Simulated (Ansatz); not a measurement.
# Work function of Sr(100): what the settings cost and change

Aim: the work function of Sr(100) against thickness and vacuum, with the cost.

Method: plane-wave DFT, PBE, Ansatz PAW, in Ansatz 0.2.0.

Report form: the programs' logs are mostly left out.

## Step 1: Starting point

The cell holds 1 atom: 1 Sr. Cell: a = 4.299 Å, b = 4.299 Å, c = 18.000 Å, α = 90.0°, β = 90.0°, γ = 90.0°. Vacuum lies along c.

## Step 2: Run, setting 1 layer

A work function rests on the faint tail of the density, so the SCF threshold is tight. The slab grows from one layer, at fixed mesh and 18 Å of vacuum; then the vacuum is varied on one slab.

File input.yaml:

```yaml
crystal:
  lattice:
    - [4.2992092296, 0.0, 0.0]
    - [0.0, 4.2992092296, 0.0]
    - [0.0, 0.0, 18.0]
  atoms:
    - { symbol: Sr, position: [0.5, 0.5, 0.5] }
kpoints:
  mp_grid: { grid: [10, 10, 1] }
hamiltonian:
  xc: pbe
scf:
  occupations: { method: fermi_dirac, width: 0.1 }
  convergence: { dr2_threshold: 1.0e-09 }
efield:
  axis: 3
  dipole_correction: true
  ramp_position: 0.97
  ramp_width: 0.06
output:
  write_potential: true
  write_density: true
  volumetric_format: npy
  elf: true
```

Started as:

```
> ansatz run input.yaml --threads 2 --pin off --max-ram 3072MiB --backend cpu --events-out ev --progress --plain --runs-dir out
```

Elapsed: 11 s, on 2 threads of Arm Neoverse N1, shared host; peak memory 0.46 GiB; 20 s of CPU time.

Numbers from this step:

```
energy at zero smearing   : -3543.3040 eV
work function, upper face : 2.510 eV
```

Running mean over 3.04 Å of the planar mean; the ramp of the sawtooth is left out. The electron's electrostatic potential energy less the Fermi level by z:

z (Å), electron's electrostatic potential energy less the Fermi level (eV) and a bar from the least value:
```
     2.88       2.51 ##############################
     3.31       2.51 ##############################
     3.74       2.50 ##############################
     4.18       2.50 ##############################
     4.61       2.49 ##############################
     5.04       2.46 ##############################
     5.47       2.39 #############################
     5.90       2.26 #############################
     6.19       2.10 ############################
     6.62       1.67 ##########################
     7.06       0.69 ######################
     7.49      -1.20 ##############
     7.92      -3.06 #####
     8.35      -3.96 #
     8.78      -4.28 
     9.22      -4.28 
     9.65      -3.96 #
    10.08      -3.06 #####
    10.51      -1.20 ##############
    10.94       0.69 ######################
    11.38       1.67 ##########################
    11.81       2.10 ############################
    12.10       2.26 #############################
    12.53       2.39 #############################
    12.96       2.46 ##############################
    13.39       2.49 ##############################
    13.82       2.50 ##############################
    14.26       2.50 ##############################
    14.69       2.51 ##############################
    15.12       2.51 ##############################
```

ELF in the ca plane at fractional y = 0.500, with atoms of Sr within 0.2 Å of it. It is the smooth field of the valence electrons, not physical close to the nuclei.

Values, 6 rows by 16 columns, each cell a mean:
```
0.00 0.00 0.00 0.00 0.01 0.10 0.33 0.26 0.24 0.34 0.14 0.02 0.00 0.00 0.00 0.00
0.00 0.00 0.00 0.00 0.01 0.13 0.15 0.38 0.47 0.13 0.16 0.02 0.00 0.00 0.00 0.00
0.00 0.00 0.00 0.00 0.02 0.16 0.12 0.67 0.64 0.17 0.18 0.03 0.00 0.00 0.00 0.00
0.00 0.00 0.00 0.00 0.02 0.15 0.12 0.67 0.71 0.15 0.18 0.03 0.00 0.00 0.00 0.00
0.00 0.00 0.00 0.00 0.01 0.12 0.18 0.24 0.30 0.16 0.16 0.02 0.00 0.00 0.00 0.00
0.00 0.00 0.00 0.00 0.01 0.10 0.37 0.38 0.37 0.40 0.14 0.02 0.00 0.00 0.00 0.00
```
Columns run along c (18.0 Å), rows up along a (4.3 Å). Atoms in or near the plane, at fractional coordinates: Sr at (0.50, 0.50).

Electrostatic potential energy in the ca plane at fractional y = 0.500, with atoms of Sr within 0.2 Å of it. With pseudopotentials it is smooth inside the atoms' cores, unlike the true potential.

Values in eV, 6 rows by 16 columns, each cell a mean:
```
  1   1   1   1   1   1   1  -1  -2   0   1   1   1   1   1   1
  1   1   1   1   1   1  -1 -12 -14  -2   1   1   1   1   1   1
  1   1   1   1   1   1  -3 -24 -28  -5   1   1   1   1   1   1
  1   1   1   1   1   1  -2 -23 -26  -4   1   1   1   1   1   1
  1   1   1   1   1   1  -1  -7  -9  -1   1   1   1   1   1   1
  1   1   1   1   1   1   1  -1  -1   1   1   1   1   1   1   1
```
Columns run along c (18.0 Å; values clipped at the 3rd and 97th percentile), rows up along a (4.3 Å). Atoms in or near the plane, at fractional coordinates: Sr at (0.50, 0.50).

Valence density in the ca plane at fractional y = 0.500, with atoms of Sr within 0.2 Å of it. It is the smooth field of the valence electrons, not physical close to the nuclei.

Values in e/Å³, 6 rows by 16 columns, each cell a mean:
```
0.0 0.0 0.0 0.0 0.0 0.0 0.0 0.0 0.1 0.0 0.0 0.0 0.0 0.0 0.0 0.0
0.0 0.0 0.0 0.0 0.0 0.0 0.0 0.4 0.5 0.0 0.0 0.0 0.0 0.0 0.0 0.0
0.0 0.0 0.0 0.0 0.0 0.0 0.0 1.5 1.8 0.1 0.0 0.0 0.0 0.0 0.0 0.0
0.0 0.0 0.0 0.0 0.0 0.0 0.0 1.2 1.6 0.1 0.0 0.0 0.0 0.0 0.0 0.0
0.0 0.0 0.0 0.0 0.0 0.0 0.0 0.2 0.2 0.0 0.0 0.0 0.0 0.0 0.0 0.0
0.0 0.0 0.0 0.0 0.0 0.0 0.0 0.0 0.0 0.0 0.0 0.0 0.0 0.0 0.0 0.0
```
Columns run along c (18.0 Å), rows up along a (4.3 Å). Atoms in or near the plane, at fractional coordinates: Sr at (0.50, 0.50).

The work function is 2.510 eV.

## Step 3: Run, 2 atoms

System of this step: Sr(100). The cell holds 2 atoms: 2 Sr. Its edges and angles: a = 4.299 Å, b = 4.299 Å, c = 21.040 Å, α = 90.0°, β = 90.0°, γ = 90.0°. Vacuum lies along c.

input.yaml, the sections that differ from step 2:

```yaml
crystal:
  lattice:
    - [4.2992092296, 0.0, 0.0]
    - [0.0, 4.2992092296, 0.0]
    - [0.0, 0.0, 21.04]
  atoms:
    - { symbol: Sr, position: [0.5, 0.5, 0.427756654] }
    - { symbol: Sr, position: [0.0, 0.0, 0.572243346] }
output:
  write_potential: true
  write_density: true
  volumetric_format: npy
# kpoints, hamiltonian, scf, efield: as in step 2
```

Run time: 16 s. Hardware: 2 threads; peak memory 0.47 GiB; 28 s of CPU time.

The work function is 2.507 eV, -0.003 eV from the run “1 layer”, at 1.4 times its CPU time.

## Step 4: Slab, 3 atoms

System of this step: Sr(100). The cell holds 3 atoms: 3 Sr. Cell: a = 4.299 Å, b = 4.299 Å, c = 24.080 Å, α = 90.0°, β = 90.0°, γ = 90.0°. Vacuum lies along c.

input.yaml, the sections that differ from step 3:

```yaml
crystal:
  lattice:
    - [4.2992092296, 0.0, 0.0]
    - [0.0, 4.2992092296, 0.0]
    - [0.0, 0.0, 24.08]
  atoms:
    - { symbol: Sr, position: [0.0, 0.0, 0.3737541528] }
    - { symbol: Sr, position: [0.5, 0.5, 0.5] }
    - { symbol: Sr, position: [0.0, 0.0, 0.6262458472] }
# kpoints, hamiltonian, scf, efield, output: as in step 3
```

It took 32 s on 2 threads; peak memory 0.59 GiB; 55 s of CPU time.

The work function is 2.550 eV, +0.043 eV from the run “2 layers”, at 2.0 times its CPU time.

## Step 5: Run, 4 atoms

System of this step: Sr(100). The cell holds 4 atoms: 4 Sr. Cell: a = 4.299 Å, b = 4.299 Å, c = 27.120 Å, α = 90.0°, β = 90.0°, γ = 90.0°. Vacuum lies along c.

input.yaml, the sections that differ from step 4:

```yaml
crystal:
  lattice:
    - [4.2992092296, 0.0, 0.0]
    - [0.0, 4.2992092296, 0.0]
    - [0.0, 0.0, 27.12]
  atoms:
    - { symbol: Sr, position: [0.5, 0.5, 0.3318584071] }
    - { symbol: Sr, position: [0.0, 0.0, 0.4439528024] }
    - { symbol: Sr, position: [0.5, 0.5, 0.5560471976] }
    - { symbol: Sr, position: [0.0, 0.0, 0.6681415929] }
# kpoints, hamiltonian, scf, efield, output: as in step 4
```

The job ended after 45 s (2 threads; peak memory 0.68 GiB).

The work function is 2.554 eV, +0.005 eV from the run “3 layers”, at 1.4 times its CPU time.

## Step 6: Slab, 5 atoms

System of this step: Sr(100). The cell holds 5 atoms: 5 Sr. Its edges and angles: a = 4.299 Å, b = 4.299 Å, c = 30.160 Å, α = 90.0°, β = 90.0°, γ = 90.0°. Vacuum lies along c.

input.yaml, the sections that differ from step 5:

```yaml
crystal:
  lattice:
    - [4.2992092296, 0.0, 0.0]
    - [0.0, 4.2992092296, 0.0]
    - [0.0, 0.0, 30.16]
  atoms:
    - { symbol: Sr, position: [0.0, 0.0, 0.2984084881] }
    - { symbol: Sr, position: [0.5, 0.5, 0.399204244] }
    - { symbol: Sr, position: [0.0, 0.0, 0.5] }
    - { symbol: Sr, position: [0.5, 0.5, 0.600795756] }
    - { symbol: Sr, position: [0.0, 0.0, 0.7015915119] }
# kpoints, hamiltonian, scf, efield, output: as in step 5
```

The job ended after 65 s (2 threads; peak memory 0.82 GiB).

The work function is 2.555 eV, +0.001 eV from the run “4 layers”, at 1.4 times its CPU time.

## Step 7: Slab, 6 atoms

System of this step: Sr(100). The cell holds 6 atoms: 6 Sr. Its edges and angles: a = 4.299 Å, b = 4.299 Å, c = 33.200 Å, α = 90.0°, β = 90.0°, γ = 90.0°. Vacuum lies along c.

input.yaml, the sections that differ from step 6:

```yaml
crystal:
  lattice:
    - [4.2992092296, 0.0, 0.0]
    - [0.0, 4.2992092296, 0.0]
    - [0.0, 0.0, 33.2]
  atoms:
    - { symbol: Sr, position: [0.5, 0.5, 0.2710843373] }
    - { symbol: Sr, position: [0.0, 0.0, 0.3626506024] }
    - { symbol: Sr, position: [0.5, 0.5, 0.4542168675] }
    - { symbol: Sr, position: [0.0, 0.0, 0.5457831325] }
    - { symbol: Sr, position: [0.5, 0.5, 0.6373493976] }
    - { symbol: Sr, position: [0.0, 0.0, 0.7289156627] }
# kpoints, hamiltonian, scf, efield, output: as in step 6
```

Elapsed: 90 s, on 2 threads; peak memory 0.95 GiB.

The work function is 2.553 eV, -0.002 eV from the run “5 layers”, at 1.4 times its CPU time.

## Step 8: Slab, 8 atoms

System of this step: Sr(100). The cell holds 8 atoms: 8 Sr. Cell: a = 4.299 Å, b = 4.299 Å, c = 39.280 Å, α = 90.0°, β = 90.0°, γ = 90.0°. Vacuum lies along c.

input.yaml, the sections that differ from step 7:

```yaml
crystal:
  lattice:
    - [4.2992092296, 0.0, 0.0]
    - [0.0, 4.2992092296, 0.0]
    - [0.0, 0.0, 39.28]
  atoms:
    - { symbol: Sr, position: [0.5, 0.5, 0.2291242363] }
    - { symbol: Sr, position: [0.0, 0.0, 0.3065173116] }
    - { symbol: Sr, position: [0.5, 0.5, 0.383910387] }
    - { symbol: Sr, position: [0.0, 0.0, 0.4613034623] }
    - { symbol: Sr, position: [0.5, 0.5, 0.5386965377] }
    - { symbol: Sr, position: [0.0, 0.0, 0.616089613] }
    - { symbol: Sr, position: [0.5, 0.5, 0.6934826884] }
    - { symbol: Sr, position: [0.0, 0.0, 0.7708757637] }
# kpoints, hamiltonian, scf, efield, output: as in step 7
```

The job ended after 2.6 min (2 threads; peak memory 1.3 GiB; 4.5 min of CPU time).

The work function is 2.549 eV, -0.004 eV from the run “6 layers”, at 1.7 times its CPU time.

## Step 9: Run, 10 atoms

System of this step: Sr(100). The cell holds 10 atoms: 10 Sr. Cell: a = 4.299 Å, b = 4.299 Å, c = 45.360 Å, α = 90.0°, β = 90.0°, γ = 90.0°. Vacuum lies along c.

input.yaml, the sections that differ from step 8:

```yaml
crystal:
  lattice:
    - [4.2992092296, 0.0, 0.0]
    - [0.0, 4.2992092296, 0.0]
    - [0.0, 0.0, 45.36]
  atoms:
    - { symbol: Sr, position: [0.5, 0.5, 0.1984126984] }
    - { symbol: Sr, position: [0.0, 0.0, 0.2654320988] }
    - { symbol: Sr, position: [0.5, 0.5, 0.3324514991] }
    - { symbol: Sr, position: [0.0, 0.0, 0.3994708995] }
    - { symbol: Sr, position: [0.5, 0.5, 0.4664902998] }
    - { symbol: Sr, position: [0.0, 0.0, 0.5335097002] }
    - { symbol: Sr, position: [0.5, 0.5, 0.6005291005] }
    - { symbol: Sr, position: [0.0, 0.0, 0.6675485009] }
    - { symbol: Sr, position: [0.5, 0.5, 0.7345679012] }
    - { symbol: Sr, position: [0.0, 0.0, 0.8015873016] }
# kpoints, hamiltonian, scf, efield, output: as in step 8
```

Elapsed: 3.8 min, on 2 threads; peak memory 1.8 GiB.

The work function is 2.550 eV, +0.000 eV from the run “8 layers”, at 1.5 times its CPU time.

## Step 10: Run, 13 atoms

System of this step: Sr(100). The cell holds 13 atoms: 13 Sr. Cell: a = 4.299 Å, b = 4.299 Å, c = 54.480 Å, α = 90.0°, β = 90.0°, γ = 90.0°. Vacuum lies along c.

input.yaml, the sections that differ from step 9:

```yaml
crystal:
  lattice:
    - [4.2992092296, 0.0, 0.0]
    - [0.0, 4.2992092296, 0.0]
    - [0.0, 0.0, 54.48]
  atoms:
    - { symbol: Sr, position: [0.0, 0.0, 0.1651982379] }
    - { symbol: Sr, position: [0.5, 0.5, 0.2209985316] }
    - { symbol: Sr, position: [0.0, 0.0, 0.2767988253] }
    - { symbol: Sr, position: [0.5, 0.5, 0.3325991189] }
    - { symbol: Sr, position: [0.0, 0.0, 0.3883994126] }
    - { symbol: Sr, position: [0.5, 0.5, 0.4441997063] }
    - { symbol: Sr, position: [0.0, 0.0, 0.5] }
    - { symbol: Sr, position: [0.5, 0.5, 0.5558002937] }
    - { symbol: Sr, position: [0.0, 0.0, 0.6116005874] }
    - { symbol: Sr, position: [0.5, 0.5, 0.6674008811] }
    - { symbol: Sr, position: [0.0, 0.0, 0.7232011747] }
    - { symbol: Sr, position: [0.5, 0.5, 0.7790014684] }
    - { symbol: Sr, position: [0.0, 0.0, 0.8348017621] }
# kpoints, hamiltonian, scf, efield, output: as in step 9
```

Elapsed: 6.6 min, on 2 threads; peak memory 2.6 GiB.

The work function is 2.550 eV, +0.001 eV from the run “10 layers”, at 1.8 times its CPU time.

## Step 11: Slab, 7 atoms

System of this step: Sr(100). The cell holds 7 atoms: 7 Sr. Cell: a = 4.299 Å, b = 4.299 Å, c = 28.240 Å, α = 90.0°, β = 90.0°, γ = 90.0°. Vacuum lies along c.

input.yaml, the sections that differ from step 10:

```yaml
crystal:
  lattice:
    - [4.2992092296, 0.0, 0.0]
    - [0.0, 4.2992092296, 0.0]
    - [0.0, 0.0, 28.24]
  atoms:
    - { symbol: Sr, position: [0.0, 0.0, 0.1770538244] }
    - { symbol: Sr, position: [0.5, 0.5, 0.2847025496] }
    - { symbol: Sr, position: [0.0, 0.0, 0.3923512748] }
    - { symbol: Sr, position: [0.5, 0.5, 0.5] }
    - { symbol: Sr, position: [0.0, 0.0, 0.6076487252] }
    - { symbol: Sr, position: [0.5, 0.5, 0.7152974504] }
    - { symbol: Sr, position: [0.0, 0.0, 0.8229461756] }
# kpoints, hamiltonian, scf, efield, output: as in step 10
```

It took 85 s on 2 threads; peak memory 0.91 GiB.

The work function is 2.512 eV. The program marks this work function as in doubt.

## Step 12: Run, 7 atoms

The cell differs from the one that the last finished run ended in (c 28.240 → 32.240 Å).

input.yaml, the sections that differ from step 11:

```yaml
crystal:
  lattice:
    - [4.2992092296, 0.0, 0.0]
    - [0.0, 4.2992092296, 0.0]
    - [0.0, 0.0, 32.24]
  atoms:
    - { symbol: Sr, position: [0.0, 0.0, 0.2171215881] }
    - { symbol: Sr, position: [0.5, 0.5, 0.3114143921] }
    - { symbol: Sr, position: [0.0, 0.0, 0.405707196] }
    - { symbol: Sr, position: [0.5, 0.5, 0.5] }
    - { symbol: Sr, position: [0.0, 0.0, 0.594292804] }
    - { symbol: Sr, position: [0.5, 0.5, 0.6885856079] }
    - { symbol: Sr, position: [0.0, 0.0, 0.7828784119] }
# kpoints, hamiltonian, scf, efield, output: as in step 11
```

Wall time 99 s (2 threads); peak memory 1 GiB; 3 min of CPU time.

The work function is 2.550 eV, +0.038 eV from the run “7 layers, 10 Å of vacuum”, at 1.2 times its CPU time.

## Step 13: Run, 7 atoms (run 2)

The cell differs from the one that the last finished run ended in (c 32.240 → 44.240 Å).

input.yaml, the sections that differ from step 12:

```yaml
crystal:
  lattice:
    - [4.2992092296, 0.0, 0.0]
    - [0.0, 4.2992092296, 0.0]
    - [0.0, 0.0, 44.24]
  atoms:
    - { symbol: Sr, position: [0.0, 0.0, 0.2938517179] }
    - { symbol: Sr, position: [0.5, 0.5, 0.3625678119] }
    - { symbol: Sr, position: [0.0, 0.0, 0.431283906] }
    - { symbol: Sr, position: [0.5, 0.5, 0.5] }
    - { symbol: Sr, position: [0.0, 0.0, 0.568716094] }
    - { symbol: Sr, position: [0.5, 0.5, 0.6374321881] }
    - { symbol: Sr, position: [0.0, 0.0, 0.7061482821] }
# kpoints, hamiltonian, scf, efield, output: as in step 12
```

Run time: 2.3 min. Hardware: 2 threads; peak memory 1.3 GiB; 4.2 min of CPU time.

The work function is 2.551 eV, +0.001 eV from the run “7 layers, 14 Å of vacuum”, at 1.4 times its CPU time.

## Step 14: Comparing the runs

Times are for 2 threads of Arm Neoverse N1, shared host. Results by setting:

```csv
no.,setting,"work function, upper face (eV)",time,memory (GiB)
1,1 layer,2.510,11 s,0.46
2,2 layers,2.507,16 s,0.47
3,3 layers,2.550,32 s,0.59
4,4 layers,2.554,45 s,0.68
5,5 layers,2.555,65 s,0.82
6,6 layers,2.553,90 s,0.95
7,8 layers,2.549,2.6 min,1.3
8,10 layers,2.550,3.8 min,1.8
9,13 layers,2.550,6.6 min,2.6
10,"7 layers, 10 Å of vacuum",2.512,85 s,0.91
11,"7 layers, 14 Å of vacuum",2.550,99 s,1.0
12,"7 layers, 26 Å of vacuum",2.551,2.3 min,1.3
```

## Step 15: A changed input

System of this step: Sr(100) monolayer. The cell holds 1 atom: 1 Sr. Cell: a = 4.299 Å, b = 4.299 Å, c = 18.000 Å, α = 90.0°, β = 90.0°, γ = 90.0°. Vacuum lies along c.

An input spoilt on purpose, to show how the run answers: it repeats the earlier run “1 layer” with efield.axis from 3 to 1, and scf.max_iter set to 80; its output block differs too.

input.yaml, the sections that differ from step 13:

```yaml
crystal:
  lattice:
    - [4.2992092296, 0.0, 0.0]
    - [0.0, 4.2992092296, 0.0]
    - [0.0, 0.0, 18.0]
  atoms:
    - { symbol: Sr, position: [0.5, 0.5, 0.5] }
scf:
  occupations: { method: fermi_dirac, width: 0.1 }
  convergence: { dr2_threshold: 1.0e-09 }
  max_iter: 80
efield:
  axis: 1
  dipole_correction: true
  ramp_position: 0.97
  ramp_width: 0.06
# kpoints, hamiltonian, output: as in step 13
```

The job ended after 18 s (2 threads; peak memory 0.52 GiB; 31 s of CPU time).

The field now lies along an axis in the plane, so the dipole that the program prints is another component and can't be set beside the earlier one.

With this change the program also warns of density in the ramp of the sawtooth; these numbers are not the system's.

## Step 16: What came out

| Property | Result |
| --- | --- |
| work function, 2 layers | 2.507 eV |
| work function, 5 layers | 2.555 eV |
| work function, 6 layers | 2.553 eV |
| work function, 13 layers | 2.550 eV |

What this shows: The thickest slab gives 2.55 eV, and the settings tried spread the value from 2.51 to 2.56 eV. At 18 Å of vacuum, the slabs from 1 layer on stay within 0.05 eV of the thickest. Going from 10 to 26 Å of vacuum moves it by 0.039 eV. The program marks the value as in doubt in “7 layers, 10 Å of vacuum”. The ladder's slabs use the tabulated experimental lattice constant (two decimals; a low-temperature value for the alkali metals). In 2 runs of the series (7 layers, 10 Å of vacuum and 7 layers, 14 Å of vacuum) the program warns that electrons reach the sawtooth's ramp, which makes dipole and work function less sure.

[Logs are printed without paths, hosts, clocks, repeated set-up lines and the standing remarks that a program may print on its own settings, such as how far it seeks lower states.]

[Hosts, paths, dates, database ids (printed as entryN), source tags and the programs' standing remarks are cut or masked in the printed files.]

[Maps of the electrostatic potential energy from Ansatz leave out the sawtooth potential of an applied field or a dipole correction, so their vacuum need not be flat; planar profiles and work functions include it.]
